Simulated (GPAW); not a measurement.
# The basis that the transmission of a C chain with an Au atom bridging one bond needs, part 2 of 2

How well does a C chain with an Au atom bridging one bond conduct at low bias, and how far do basis and functional move the answer?

GPAW 26.7.0; GPAW LCAO, PAW setups; Landauer transmission from Green's functions with principal layers (ASE), zero bias.

So far, transmission at the Fermi level (one spin): step 2 (double-zeta polarised basis, PBE, GPAW) 1.45; step 3 (basis szp(dzp), PBE, GPAW) 1.75; step 4 (basis sz(dzp), PBE, GPAW) 1.73; step 5 (revPBE) 1.46.

## Step 8: Mixing 0.15

Mixing changes the road to self-consistency, not its end. The mixing history changes the road to self-consistency, not its end.

This step: GPAW LCAO, PAW setups; Landauer transmission from Green's functions with principal layers (ASE), zero bias (GPAW 26.7.0).

Contents of run.py:

```python
import json
import numpy as np
from ase import Atoms
from ase.transport.calculators import TransportCalculator
from gpaw import GPAW, FermiDirac
from gpaw.lcao.tools import get_lcao_hamiltonian
from scipy.linalg import eigh

# The junction with lead layers at both ends, along the third cell vector
device = Atoms(
    ['C', 'C', 'C', 'C', 'C', 'C', 'Au', 'C', 'C', 'C', 'C', 'C', 'C'],
    positions=[
        [4.50000, 4.50000, 0.64000],
        [4.50000, 4.50000, 1.92000],
        [4.50000, 4.50000, 3.20000],
        [4.50000, 4.50000, 4.48000],
        [4.50000, 4.50000, 5.76000],
        [4.50000, 4.50000, 7.04000],
        [6.29235, 4.50000, 7.78000],
        [4.50000, 4.50000, 8.52000],
        [4.50000, 4.50000, 9.80000],
        [4.50000, 4.50000, 11.08000],
        [4.50000, 4.50000, 12.36000],
        [4.50000, 4.50000, 13.64000],
        [4.50000, 4.50000, 14.92000]],
    cell=[[9.0, 0.0, 0.0], [0.0, 9.0, 0.0], [0.0, 0.0, 15.56]],
    pbc=True)

# One principal layer of the lead: the first 4 atoms of the device
lead = Atoms(
    ['C', 'C', 'C', 'C'],
    positions=[
        [4.50000, 4.50000, 0.64000],
        [4.50000, 4.50000, 1.92000],
        [4.50000, 4.50000, 3.20000],
        [4.50000, 4.50000, 4.48000]],
    cell=[[9.0, 0.0, 0.0], [0.0, 9.0, 0.0], [0.0, 0.0, 5.12]],
    pbc=True)

settings = dict(mode='lcao', basis='dzp', xc='PBE', h=0.2,
                occupations=FermiDirac(0.1), maxiter=250,
                mixer=dict(beta=0.15, nmaxold=5, weight=100.0),
                convergence=dict(density=0.0001))
energies = np.arange(-2, 2 + 1e-9, 0.05)
eta = 0.0001
n1, n2 = 1, 1
# k and -k transmit alike, so half of the mesh across the current serves
mesh = [(i, j) for i in range(n1) for j in range(n2) if (i, j) <= (-i % n1, -j % n2)]
weights = np.array([1 if (i, j) == (-i % n1, -j % n2) else 2 for i, j in mesh]) / (n1 * n2)

# [... helper functions left out ...]
fermi_lead = ground_state(lead, (1, 1, 22), 'lead.txt')
fermi_device = ground_state(device, (1, 1, 5), 'device.txt')
# [... loop over the mesh left out, but for ...]
        # Shift the lead onto the potential of the device's first layer
        shift = ((H[:, 0, 0] - H0[:, 0, 0]) / S0[0, 0]).real.mean()
# [...]
kT = 8.617333e-5 * 200
bias = [0.1, 0.2, 0.5, 1.0, 1.5, 2.0]
# [... integrals and printing left out ...]
```

On the command line:

```console
> OMP_NUM_THREADS=1 OPENBLAS_NUM_THREADS=1 python run.py
```

The log of the run:

```text
basis functions: device 171, principal layer 52
Fermi level: lead -4.2215 eV, device -3.4671 eV; lead shifted by -0.0763 eV
largest coupling past the next layer 1.03e-04 eV, largest misfit of the first layer 0.139 eV
  E-E_F (eV)   T (one spin)  [channel counts left out]
    -2.000    1.5993e+00
    -1.950    1.6091e+00
    -1.900    1.6183e+00
    -1.850    1.6270e+00
    -1.800    1.6353e+00
    -1.750    1.6430e+00
    -1.700    1.6502e+00
    -1.650    1.6570e+00
    -1.600    1.6634e+00
    -1.550    1.6693e+00
    -1.500    1.6747e+00
    -1.450    1.6798e+00
    -1.400    1.6844e+00
    -1.350    1.6886e+00
    -1.300    1.6923e+00
    -1.250    1.6956e+00
[...]
1.650    1.7471e+00
     1.700    1.7520e+00
     1.750    1.7562e+00
     1.800    1.7600e+00
     1.850    1.7633e+00
     1.900    1.7662e+00
     1.950    1.7687e+00
     2.000    1.7709e+00
conductance at 200 K: 1.4486 G0 a cell; thermopower 3.251 uV/K
current from the zero-bias T(E) at 0.1 V: 11.213 uA
current from the zero-bias T(E) at 0.2 V: 22.364 uA
current from the zero-bias T(E) at 0.5 V: 54.877 uA
current from the zero-bias T(E) at 1.0 V: 105.25 uA
current from the zero-bias T(E) at 1.5 V: 158.75 uA
current from the zero-bias T(E) at 2.0 V: 219.4 uA
```

The job ended after 55 s (1 thread of Intel Xeon Platinum 8175M at 2.50GHz (Skylake/Cascade Lake), shared host; peak memory 0.5 GiB).

This step gave:

| Item | Value |
| --- | --- |
| conductance | 1.449 G₀ |
| thermopower | 3.251 μV/K |
| largest misfit of the first principal layer | 0.1385 eV |
| shift that aligns the lead | -0.07626 eV |
| transmission at the Fermi level (one spin) | 1.451 |

One spin. The transmission, zone mean by energy, zero at the Fermi level:

| energy (eV) | transmission, zone mean |
| --- | --- |
| -2.000 | 1.60 |
| -1.800 | 1.64 |
| -1.600 | 1.66 |
| -1.400 | 1.68 |
| -1.200 | 1.70 |
| -1.000 | 1.71 |
| -0.950 | 1.71 |
| -0.800 | 1.70 |
| -0.600 | 1.69 |
| -0.400 | 1.66 |
| -0.200 | 1.59 |
| 0.000 | 1.45 |
| 0.200 | 1.19 |
| 0.400 | 0.896 |
| 0.600 | 1.02 |
| 0.800 | 1.35 |
| 1.000 | 1.55 |
| 1.200 | 1.65 |
| 1.400 | 1.71 |
| 1.600 | 1.74 |
| 1.800 | 1.76 |
| 2.000 | 1.77 |

Not self-consistent under bias; the bias window is split evenly. The current through one cell, from the zero-bias transmission by bias:

```csv
bias (V),"current through one cell, from the zero-bias transmission (μA)"
0.100,11.2
0.200,22.4
0.500,54.9
1.000,105
1.500,159
2.000,219
```

Table of transmission of the three most open eigenchannels by energy, zero at the Fermi level:

```
energy (eV)  channel 1  channel 2  channel 3
      -2.00      0.875      0.724          0
      -1.90      0.876      0.742          0
      -1.80      0.877      0.758          0
      -1.70      0.878      0.772          0
      -1.55      0.878      0.791          0
      -1.45      0.878      0.802          0
      -1.35      0.878      0.811          0
      -1.25      0.876      0.819          0
      -1.15      0.874      0.827          0
      -1.05      0.871      0.833          0
      -0.90      0.864      0.842          0
      -0.80      0.857      0.847          0
      -0.70      0.851      0.847          0
      -0.60      0.855      0.834          0
      -0.50      0.859      0.817          0
      -0.40      0.862      0.795          0
      -0.25      0.866      0.744          0
      -0.15      0.869      0.694          0
      -0.05      0.871      0.624          0
       0.00      0.872      0.579          0
       0.05      0.872      0.527          0
       0.15      0.874      0.394          0
       0.25      0.875      0.229          0
       0.40      0.877     0.0194          0
       0.50      0.878     0.0175          0
       0.60      0.879      0.142          0
       0.70      0.879      0.313          0
       0.80      0.880      0.467          0
       0.90      0.880      0.584          0
       1.05      0.880      0.702          0
       1.15      0.880      0.754          0
       1.25      0.880      0.791          0
       1.35      0.880      0.819          0
       1.45      0.880      0.840          0
       1.55      0.880      0.855          0
       1.70      0.879      0.873          0
       1.80      0.881      0.879          0
       1.90      0.888      0.878          0
       2.00      0.893      0.878          0
```

The conductance equals that of the dzp run to 0.2 %.

## Step 9: Another change of settings

A last run, with other settings again.

run.py, as its differences from that of step 8:

```diff
@@ -39,5 +39,5 @@
 
-settings = dict(mode='lcao', basis='dzp', xc='PBE', h=0.2,
-                occupations=FermiDirac(0.1), maxiter=250,
-                mixer=dict(beta=0.15, nmaxold=5, weight=100.0),
+settings = dict(mode='lcao', basis='dzp', xc='pbe96', h=0.2,
+                occupations=FermiDirac(0.1), maxiter=50,
+                mixer=dict(beta=0.1, nmaxold=8, weight=100.0),
                 convergence=dict(density=0.0001))
```

The log of the run:

```text
NameError: Unknown functional: pbe96.
```

Wall time 1.6 s (1 thread); peak memory 0.1 GiB.

The input was rejected at the start.

The program's message: “NameError: Unknown functional: pbe96.”

The change that led to it: xc = "pbe96".

## Step 10: Results

| Quantity | Value |
| --- | --- |
| conductance | 1.45 G₀ |
| transmission at the Fermi level, mean of the spins | 1.45 |
| thermopower | 3.25 μV/K |

What this shows: In the dzp basis the junction conducts 1.45 G₀ at 200 K, with T = 1.45 a spin at the Fermi level; no smaller basis tried comes within 10 % of that conductance. At the Fermi level two eigenchannels carry the current (0.87 and 0.58). Measured against the first run (dzp), the nearest curve is that of dzp-revPBE (r.m.s. 0.012) and the farthest that of sz (0.40). Over the compared runs wall time goes from 33 s (sz) to 64 s (dzp-revPBE), on a shared host. The geometry was built from estimated bond lengths and not relaxed, so the numbers describe this model structure. The run had no spin polarisation, so a magnetic state, which chains and small molecules with open shells often have, wasn't tested. Spin-orbit coupling is left out, which matters for the heavy atoms here. An evenly spaced straight chain is an idealisation: free chains tend to dimerise, zigzag or, where a band edge lies near the Fermi level, turn magnetic. The currents use the zero-bias T(E) throughout, which holds only while the bias is small against the distance to the nearest feature. The energy step is wider than the thermal energy, so the conductance and thermopower rest on interpolation of T(E).

[Logs are printed without paths, hosts, clocks, repeated set-up lines and the standing remarks that a program may print on its own settings, such as how far it seeks lower states.]

[Hosts, paths, dates, database ids (printed as entryN), source tags and the programs' standing remarks are cut or masked in the printed files.]
